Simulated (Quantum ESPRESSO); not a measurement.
# Zr2CO2 MXene, 1 layer, stepped through biaxial strain, part 5 of 7

Wanted: a table for Zr2CO2 MXene, 1 layer against biaxial strain, and what can be fitted to it.

Quantum ESPRESSO 7.5; plane-wave DFT, PBE, GBRV ultrasoft pseudopotentials.

So far. Step 3 (Relaxation with pw.x, -4 %): The relaxation lowers the energy by 18 meV an atom. Step 6 (Band structure, -4 %): Along this path the valence top lies at Γ and the conduction bottom at M.

## (7) Relaxing the ions, -3 %

Input file m1.relax.in:

```
&control
  prefix = 'm1.relax'
  outdir = './out'
  pseudo_dir = './pseudo'
  nstep = 40
  forc_conv_thr = 0.0003
  calculation = 'relax'
  tstress = .true.
/
&system
  ibrav = 0
  nat = 5
  ntyp = 3
  ecutwfc = 50
  ecutrho = 250
  occupations = 'smearing'
  smearing = 'fd'
  degauss = 0.002
/
&electrons
  conv_thr = 1e-09
  mixing_beta = 0.4
  electron_maxstep = 120
  mixing_mode = 'plain'
/
&ions
/
ATOMIC_SPECIES
  O   15.9990  o_pbe_v1.2.uspp.F.UPF
  Zr  91.2240  zr_pbe_v1.uspp.F.UPF
  C   12.0110  c_pbe_v1.2.uspp.F.UPF
CELL_PARAMETERS angstrom
  3.20734730461000 0.00000000000000 0.00000000000000
  -1.60367365279000 2.77764424496000 0.00000000000000
  0.00000000000000 0.00000000000000 19.95294679600000
ATOMIC_POSITIONS crystal
  O   0.333333333300 0.666666666700 0.383831541200
  Zr  0.666666666700 0.333333333300 0.429929457200
  C   0.000000000000 0.000000000000 0.500000000000
  Zr  0.333333333300 0.666666666700 0.570070542800
  O   0.666666666700 0.333333333300 0.616168458800
K_POINTS automatic
  12 12 1 0 0 0
```

Run with:

```sh
$ OMP_NUM_THREADS=1 mpirun -n 4 pw.x -nk 4 -in m1.relax.in > m1.relax.out
```

Output:

```text
[banner, memory and clock lines left out]
Program PWSCF v.7.5 starts
[...]
Message from routine setup:
[...]
number of electrons       =        40.00
     number of Kohn-Sham states=           24
     kinetic-energy cutoff     =      50.0000  Ry
     charge density cutoff     =     250.0000  Ry
[...]
number of k points=    19  Fermi-Dirac smearing, width (Ry)=  0.0020
[...]
Dense  grid:    80097 G-vectors     FFT dimensions: (  32,  32, 192)
[...]
negative rho (up, down):  1.186E-01 0.000E+00
     Starting wfcs are   38 randomized atomic wfcs
[...]
negative rho (up, down):  1.215E-01 0.000E+00
[...]
estimated scf accuracy    <       1.87037854 Ry
[...]
negative rho (up, down):  1.233E-01 0.000E+00
[...]
estimated scf accuracy    <       0.15459216 Ry
[...]
negative rho (up, down):  1.259E-01 0.000E+00
[...]
estimated scf accuracy    <       0.02214068 Ry
[...]
negative rho (up, down):  1.263E-01 0.000E+00
[...]
estimated scf accuracy    <       0.00911840 Ry
[...]
negative rho (up, down):  1.265E-01 0.000E+00
[...]
estimated scf accuracy    <       0.00070461 Ry
[...]
negative rho (up, down):  1.265E-01 0.000E+00
[...]
estimated scf accuracy    <       0.00149818 Ry
[...]
negative rho (up, down):  1.266E-01 0.000E+00
[...]
estimated scf accuracy    <       0.00014594 Ry
[...]
negative rho (up, down):  1.266E-01 0.000E+00
[...]
estimated scf accuracy    <       0.00002273 Ry
[...]
negative rho (up, down):  1.266E-01 0.000E+00
[...]
estimated scf accuracy    <       0.00000850 Ry
[...]
negative rho (up, down):  1.266E-01 0.000E+00
[...]
estimated scf accuracy    <       0.00000027 Ry
[...]
negative rho (up, down):  1.266E-01 0.000E+00
[...]
estimated scf accuracy    <       0.00000003 Ry
[...]
negative rho (up, down):  1.266E-01 0.000E+00
[...]
estimated scf accuracy    <          5.5E-09 Ry
[...]
negative rho (up, down):  1.266E-01 0.000E+00
[...]
the Fermi energy is     1.6509 ev
!    total energy              =    -274.90614313 Ry
     estimated scf accuracy    <          2.1E-10 Ry
     smearing contrib. (-TS)   =      -0.00000000 Ry
     internal energy E=F+TS    =    -274.90614313 Ry
[...]
one-electron contribution =   -1982.98010334 Ry
     hartree contribution      =     996.55641806 Ry
     xc contribution           =     -54.16003219 Ry
     ewald contribution        =     765.67757433 Ry
     convergence has been achieved in  13 iterations
     negative rho (up, down):  1.266E-01 0.000E+00
[...]
Total force =     0.049596     Total SCF correction =     0.000020
[...]
negative rho (up, down):  1.266E-01 0.000E+00
[...]
negative rho (up, down):  1.283E-01 0.000E+00
[...]
negative rho (up, down):  1.282E-01 0.000E+00
[...]
estimated scf accuracy    <       0.00062599 Ry
[...]
negative rho (up, down):  1.282E-01 0.000E+00
[...]
estimated scf accuracy    <       0.00016797 Ry
[...]
negative rho (up, down):  1.282E-01 0.000E+00
[...]
estimated scf accuracy    <       0.00003005 Ry
[...]
negative rho (up, down):  1.282E-01 0.000E+00
[...]
estimated scf accuracy    <       0.00000242 Ry
[...]
negative rho (up, down):  1.282E-01 0.000E+00
[...]
estimated scf accuracy    <       0.00000137 Ry
[...]
negative rho (up, down):  1.283E-01 0.000E+00
[...]
estimated scf accuracy    <       0.00000005 Ry
[...]
negative rho (up, down):  1.283E-01 0.000E+00
[...]
estimated scf accuracy    <       0.00000021 Ry
[...]
negative rho (up, down):  1.283E-01 0.000E+00
[...]
the Fermi energy is     1.4205 ev
!    total energy              =    -274.90782357 Ry
     estimated scf accuracy    <          6.0E-10 Ry
     smearing contrib. (-TS)   =      -0.00000000 Ry
     internal energy E=F+TS    =    -274.90782357 Ry
[...]
one-electron contribution =   -1979.93577080 Ry
     hartree contribution      =     994.87802548 Ry
     xc contribution           =     -54.13728257 Ry
     ewald contribution        =     764.28720432 Ry
     convergence has been achieved in   8 iterations
     negative rho (up, down):  1.283E-01 0.000E+00
[...]
Total force =     0.024677     Total SCF correction =     0.000024
[...]
negative rho (up, down):  1.283E-01 0.000E+00
[...]
negative rho (up, down):  1.281E-01 0.000E+00
[...]
negative rho (up, down):  1.281E-01 0.000E+00
[...]
estimated scf accuracy    <       0.00050106 Ry
[...]
negative rho (up, down):  1.280E-01 0.000E+00
[...]
estimated scf accuracy    <       0.00016643 Ry
[...]
negative rho (up, down):  1.280E-01 0.000E+00
[...]
estimated scf accuracy    <       0.00002027 Ry
[...]
negative rho (up, down):  1.280E-01 0.000E+00
[...]
estimated scf accuracy    <       0.00000163 Ry
[...]
negative rho (up, down):  1.280E-01 0.000E+00
[...]
estimated scf accuracy    <       0.00000038 Ry
[...]
negative rho (up, down):  1.280E-01 0.000E+00
[...]
estimated scf accuracy    <       0.00000005 Ry
[...]
negative rho (up, down):  1.280E-01 0.000E+00
[...]
estimated scf accuracy    <       0.00000005 Ry
[...]
negative rho (up, down):  1.280E-01 0.000E+00
[...]
estimated scf accuracy    <       0.00000003 Ry
[...]
negative rho (up, down):  1.280E-01 0.000E+00
[...]
estimated scf accuracy    <          1.4E-09 Ry
[...]
negative rho (up, down):  1.280E-01 0.000E+00
[...]
the Fermi energy is     1.2959 ev
!    total energy              =    -274.90869880 Ry
     estimated scf accuracy    <          2.3E-11 Ry
     smearing contrib. (-TS)   =      -0.00000000 Ry
     internal energy E=F+TS    =    -274.90869880 Ry
[...]
one-electron contribution =   -1972.01935552 Ry
     hartree contribution      =     990.81632456 Ry
     xc contribution           =     -54.11122318 Ry
     ewald contribution        =     760.40555534 Ry
     convergence has been achieved in  10 iterations
     negative rho (up, down):  1.280E-01 0.000E+00
[...]
Total force =     0.020178     Total SCF correction =     0.000021
[...]
negative rho (up, down):  1.280E-01 0.000E+00
[...]
negative rho (up, down):  1.264E-01 0.000E+00
[...]
negative rho (up, down):  1.263E-01 0.000E+00
[...]
estimated scf accuracy    <       0.00056151 Ry
[...]
negative rho (up, down):  1.263E-01 0.000E+00
[...]
estimated scf accuracy    <       0.00022153 Ry
[...]
negative rho (up, down):  1.263E-01 0.000E+00
[...]
estimated scf accuracy    <       0.00002252 Ry
[...]
negative rho (up, down):  1.263E-01 0.000E+00
[...]
estimated scf accuracy    <       0.00000272 Ry
[...]
negative rho (up, down):  1.263E-01 0.000E+00
[...]
estimated scf accuracy    <       0.00000034 Ry
[...]
negative rho (up, down):  1.263E-01 0.000E+00
[...]
estimated scf accuracy    <       0.00000006 Ry
[...]
negative rho (up, down):  1.263E-01 0.000E+00
[...]
estimated scf accuracy    <       0.00000002 Ry
[...]
negative rho (up, down):  1.263E-01 0.000E+00
[...]
estimated scf accuracy    <       0.00000002 Ry
[...]
negative rho (up, down):  1.263E-01 0.000E+00
[...]
estimated scf accuracy    <          2.4E-09 Ry
[...]
negative rho (up, down):  1.263E-01 0.000E+00
[...]
the Fermi energy is     1.2483 ev
!    total energy              =    -274.90935443 Ry
     estimated scf accuracy    <          3.7E-11 Ry
     smearing contrib. (-TS)   =      -0.00000000 Ry
     internal energy E=F+TS    =    -274.90935443 Ry
[...]
one-electron contribution =   -1959.96153787 Ry
     hartree contribution      =     984.72038251 Ry
     xc contribution           =     -54.08153339 Ry
     ewald contribution        =     754.41333432 Ry
     convergence has been achieved in  10 iterations
     negative rho (up, down):  1.263E-01 0.000E+00
[...]
Total force =     0.015915     Total SCF correction =     0.000010
[...]
negative rho (up, down):  1.263E-01 0.000E+00
[...]
negative rho (up, down):  1.271E-01 0.000E+00
[...]
negative rho (up, down):  1.270E-01 0.000E+00
[...]
estimated scf accuracy    <       0.00012746 Ry
[...]
negative rho (up, down):  1.270E-01 0.000E+00
[...]
estimated scf accuracy    <       0.00004688 Ry
[...]
negative rho (up, down):  1.270E-01 0.000E+00
[...]
estimated scf accuracy    <       0.00000875 Ry
[...]
negative rho (up, down):  1.270E-01 0.000E+00
[...]
estimated scf accuracy    <       0.00000064 Ry
[...]
negative rho (up, down):  1.270E-01 0.000E+00
[...]
estimated scf accuracy    <       0.00000012 Ry
[...]
negative rho (up, down):  1.270E-01 0.000E+00
[...]
estimated scf accuracy    <       0.00000001 Ry
[...]
negative rho (up, down):  1.270E-01 0.000E+00
[...]
estimated scf accuracy    <          2.7E-09 Ry
[...]
negative rho (up, down):  1.270E-01 0.000E+00
[...]
estimated scf accuracy    <          2.7E-10 Ry
[...]
negative rho (up, down):  1.270E-01 0.000E+00
[...]
estimated scf accuracy    <          5.9E-10 Ry
[...]
negative rho (up, down):  1.270E-01 0.000E+00
[...]
estimated scf accuracy    <          8.9E-11 Ry
[...]
negative rho (up, down):  1.270E-01 0.000E+00
[...]
the Fermi energy is     1.2822 ev
!    total energy              =    -274.90957532 Ry
     estimated scf accuracy    <          9.5E-13 Ry
     smearing contrib. (-TS)   =      -0.00000000 Ry
     internal energy E=F+TS    =    -274.90957531 Ry
[...]
one-electron contribution =   -1952.30665348 Ry
     hartree contribution      =     980.89110807 Ry
     xc contribution           =     -54.06737002 Ry
     ewald contribution        =     750.57334013 Ry
     convergence has been achieved in  11 iterations
     negative rho (up, down):  1.270E-01 0.000E+00
[...]
Total force =     0.006495     Total SCF correction =     0.000004
[...]
negative rho (up, down):  1.270E-01 0.000E+00
[...]
negative rho (up, down):  1.277E-01 0.000E+00
[...]
negative rho (up, down):  1.277E-01 0.000E+00
[...]
estimated scf accuracy    <       0.00000655 Ry
[...]
negative rho (up, down):  1.277E-01 0.000E+00
[...]
estimated scf accuracy    <       0.00000125 Ry
[...]
negative rho (up, down):  1.277E-01 0.000E+00
[...]
estimated scf accuracy    <       0.00000061 Ry
[...]
negative rho (up, down):  1.277E-01 0.000E+00
[...]
estimated scf accuracy    <       0.00000006 Ry
[...]
negative rho (up, down):  1.277E-01 0.000E+00
[...]
estimated scf accuracy    <          8.4E-09 Ry
[...]
negative rho (up, down):  1.277E-01 0.000E+00
[...]
estimated scf accuracy    <          8.1E-10 Ry
[...]
negative rho (up, down):  1.277E-01 0.000E+00
[...]
estimated scf accuracy    <          1.3E-09 Ry
[...]
negative rho (up, down):  1.277E-01 0.000E+00
[...]
estimated scf accuracy    <          1.1E-10 Ry
[...]
negative rho (up, down):  1.277E-01 0.000E+00
[...]
the Fermi energy is     1.3136 ev
!    total energy              =    -274.90960012 Ry
     estimated scf accuracy    <          7.8E-12 Ry
     smearing contrib. (-TS)   =      -0.00000000 Ry
     internal energy E=F+TS    =    -274.90960011 Ry
[...]
one-electron contribution =   -1950.90926780 Ry
     hartree contribution      =     980.20807193 Ry
     xc contribution           =     -54.06662753 Ry
     ewald contribution        =     749.85822328 Ry
     convergence has been achieved in   9 iterations
     negative rho (up, down):  1.277E-01 0.000E+00
[...]
Total force =     0.001045     Total SCF correction =     0.000015
[...]
negative rho (up, down):  1.277E-01 0.000E+00
[...]
negative rho (up, down):  1.277E-01 0.000E+00
[...]
negative rho (up, down):  1.277E-01 0.000E+00
[...]
estimated scf accuracy    <       0.00000063 Ry
[...]
negative rho (up, down):  1.277E-01 0.000E+00
[...]
estimated scf accuracy    <       0.00000020 Ry
[...]
negative rho (up, down):  1.277E-01 0.000E+00
[...]
estimated scf accuracy    <       0.00000003 Ry
[...]
negative rho (up, down):  1.277E-01 0.000E+00
[...]
estimated scf accuracy    <          2.2E-09 Ry
[...]
negative rho (up, down):  1.277E-01 0.000E+00
[...]
estimated scf accuracy    <          5.1E-10 Ry
[...]
negative rho (up, down):  1.277E-01 0.000E+00
[...]
estimated scf accuracy    <          6.6E-11 Ry
[...]
negative rho (up, down):  1.277E-01 0.000E+00
[...]
estimated scf accuracy    <          7.3E-11 Ry
[...]
negative rho (up, down):  1.277E-01 0.000E+00
[...]
estimated scf accuracy    <          1.4E-11 Ry
[...]
negative rho (up, down):  1.277E-01 0.000E+00
[...]
the Fermi energy is     1.3201 ev
!    total energy              =    -274.90960089 Ry
     estimated scf accuracy    <          3.2E-12 Ry
     smearing contrib. (-TS)   =      -0.00000000 Ry
     internal energy E=F+TS    =    -274.90960088 Ry
[...]
one-electron contribution =   -1951.06061354 Ry
     hartree contribution      =     980.28830761 Ry
     xc contribution           =     -54.06743232 Ry
     ewald contribution        =     749.93013737 Ry
     convergence has been achieved in   9 iterations
     negative rho (up, down):  1.277E-01 0.000E+00
[...]
Total force =     0.000065     Total SCF correction =     0.000009
[...]
negative rho (up, down):  1.277E-01 0.000E+00
[...]
```

Run time: 2.5 min. Hardware: 4 MPI ranks of AMD EPYC 7R13 (Zen 3), shared host; peak memory 0.78 GiB.

The steps of the relaxation:

| step | energy less that of the first step (eV) | largest force (eV/Å) |
| --- | --- | --- |
| 1 | 0.0000 | 0.7992 |
| 2 | -0.0229 | 0.4335 |
| 3 | -0.0348 | 0.3241 |
| 4 | -0.0437 | 0.2888 |
| 5 | -0.0467 | 0.1094 |
| 6 | -0.0470 | 0.0146 |
| 7 | -0.0470 | 0.0011 |

The atoms that moved most (Å):

| atom | dx | dy | dz | length |
| --- | --- | --- | --- | --- |
| O5 | 0.000 | 0.000 | 0.067 | 0.067 |
| O1 | 0.000 | 0.000 | -0.067 | 0.067 |
| Zr4 | 0.000 | 0.000 | 0.014 | 0.014 |
| Zr2 | 0.000 | 0.000 | -0.014 | 0.014 |

Final coordinates:

```cif
data_structure
_symmetry_space_group_name_H-M 'P 1'
_symmetry_Int_Tables_number 1
_cell_length_a 3.2073
_cell_length_b 3.2073
_cell_length_c 19.9529
_cell_angle_alpha 90.000
_cell_angle_beta 90.000
_cell_angle_gamma 120.000
_cell_volume 177.76
loop_
_atom_site_label
_atom_site_type_symbol
_atom_site_fract_x
_atom_site_fract_y
_atom_site_fract_z
_atom_site_occupancy
O1 O 0.33333 0.66667 0.38049 1
Zr2 Zr 0.66667 0.33333 0.42921 1
C3 C 0.00000 0.00000 0.50000 1
Zr4 Zr 0.33333 0.66667 0.57079 1
O5 O 0.66667 0.33333 0.61951 1
```

The relaxation lowers the energy by 9 meV an atom.

Read from the output:

* free energy: -3740.3357 eV
* Fermi energy: 1.320 eV

## (8) SCF with pw.x, -3 %

Input file m1.scf.in:

```
&control
  prefix = 'm1.scf'
  outdir = './out'
  pseudo_dir = './pseudo'
  calculation = 'scf'
  tprnfor = .true.
/
&system
  ibrav = 0
  nat = 5
  ntyp = 3
  ecutwfc = 40
  ecutrho = 200
  occupations = 'smearing'
  smearing = 'fd'
  degauss = 0.002
  nbnd = 24
/
&electrons
  conv_thr = 1e-09
  mixing_beta = 0.4
  electron_maxstep = 120
  mixing_mode = 'plain'
/
ATOMIC_SPECIES
  O   15.9990  o_pbe_v1.2.uspp.F.UPF
  Zr  91.2240  zr_pbe_v1.uspp.F.UPF
  C   12.0110  c_pbe_v1.2.uspp.F.UPF
CELL_PARAMETERS angstrom
  3.20734730461000 0.00000000000000 0.00000000000000
  -1.60367365279000 2.77764424496000 0.00000000000000
  0.00000000000000 0.00000000000000 19.95294679600000
ATOMIC_POSITIONS crystal
  O   0.333333333300 0.666666666700 0.380487183800
  Zr  0.666666666700 0.333333333300 0.429211192800
  C   0.000000000000 0.000000000000 0.500000000000
  Zr  0.333333333300 0.666666666700 0.570788807200
  O   0.666666666700 0.333333333300 0.619512816200
K_POINTS automatic
  12 12 1 0 0 0
```

Run with:

```sh
$ OMP_NUM_THREADS=1 mpirun -n 4 pw.x -nk 4 -in m1.scf.in > m1.scf.out
```

Output:

```text
[banner, memory and clock lines left out]
Program PWSCF v.7.5 starts
[...]
Message from routine setup:
[...]
number of electrons       =        40.00
     number of Kohn-Sham states=           24
     kinetic-energy cutoff     =      40.0000  Ry
     charge density cutoff     =     200.0000  Ry
[...]
number of k points=    19  Fermi-Dirac smearing, width (Ry)=  0.0020
[...]
Dense  grid:    57403 G-vectors     FFT dimensions: (  27,  27, 180)
[...]
negative rho (up, down):  1.191E-01 0.000E+00
     Starting wfcs are   38 randomized atomic wfcs
[...]
negative rho (up, down):  1.220E-01 0.000E+00
[...]
estimated scf accuracy    <       1.83239552 Ry
[...]
negative rho (up, down):  1.239E-01 0.000E+00
[...]
estimated scf accuracy    <       0.17199895 Ry
[...]
negative rho (up, down):  1.257E-01 0.000E+00
[...]
estimated scf accuracy    <       0.02322708 Ry
[...]
negative rho (up, down):  1.265E-01 0.000E+00
[...]
estimated scf accuracy    <       0.00869383 Ry
[...]
negative rho (up, down):  1.267E-01 0.000E+00
[...]
estimated scf accuracy    <       0.00297762 Ry
[...]
negative rho (up, down):  1.268E-01 0.000E+00
[...]
estimated scf accuracy    <       0.00153623 Ry
[...]
negative rho (up, down):  1.268E-01 0.000E+00
[...]
estimated scf accuracy    <       0.00017804 Ry
[...]
negative rho (up, down):  1.268E-01 0.000E+00
[...]
estimated scf accuracy    <       0.00003402 Ry
[...]
negative rho (up, down):  1.268E-01 0.000E+00
[...]
estimated scf accuracy    <       0.00000446 Ry
[...]
negative rho (up, down):  1.268E-01 0.000E+00
[...]
estimated scf accuracy    <       0.00000028 Ry
[...]
negative rho (up, down):  1.268E-01 0.000E+00
[...]
estimated scf accuracy    <       0.00000006 Ry
[...]
negative rho (up, down):  1.268E-01 0.000E+00
[...]
estimated scf accuracy    <          8.6E-09 Ry
[...]
negative rho (up, down):  1.268E-01 0.000E+00
[...]
the Fermi energy is     1.3210 ev
!    total energy              =    -274.90855244 Ry
     estimated scf accuracy    <          6.3E-10 Ry
     smearing contrib. (-TS)   =      -0.00000000 Ry
     internal energy E=F+TS    =    -274.90855243 Ry
[...]
one-electron contribution =   -1951.05981283 Ry
     hartree contribution      =     980.28819554 Ry
     xc contribution           =     -54.06707258 Ry
     ewald contribution        =     749.93013743 Ry
     convergence has been achieved in  13 iterations
     negative rho (up, down):  1.268E-01 0.000E+00
[...]
Total force =     0.000201     Total SCF correction =     0.000044
[...]
```

Wall time 16 s (4 MPI ranks); peak memory 0.47 GiB.

Numbers from this step:

```
free energy                          : -3740.3214 eV
Fermi energy                         : 1.321 eV
valence top, on the run's zero       : 0.9760 eV
conduction bottom, on the run's zero : 1.683 eV
gap by band count                    : 0.7065 eV
```

[end of part 5 of 7]

[Logs are printed without paths, hosts, clocks, repeated set-up lines and the standing remarks that a program may print on its own settings, such as how far it seeks lower states.]

[Hosts, paths, dates, database ids (printed as entryN), source tags and the programs' standing remarks are cut or masked in the printed files.]

[Maps of the electrostatic potential energy from Ansatz leave out the sawtooth potential of an applied field or a dipole correction, so their vacuum need not be flat; planar profiles and work functions include it.]
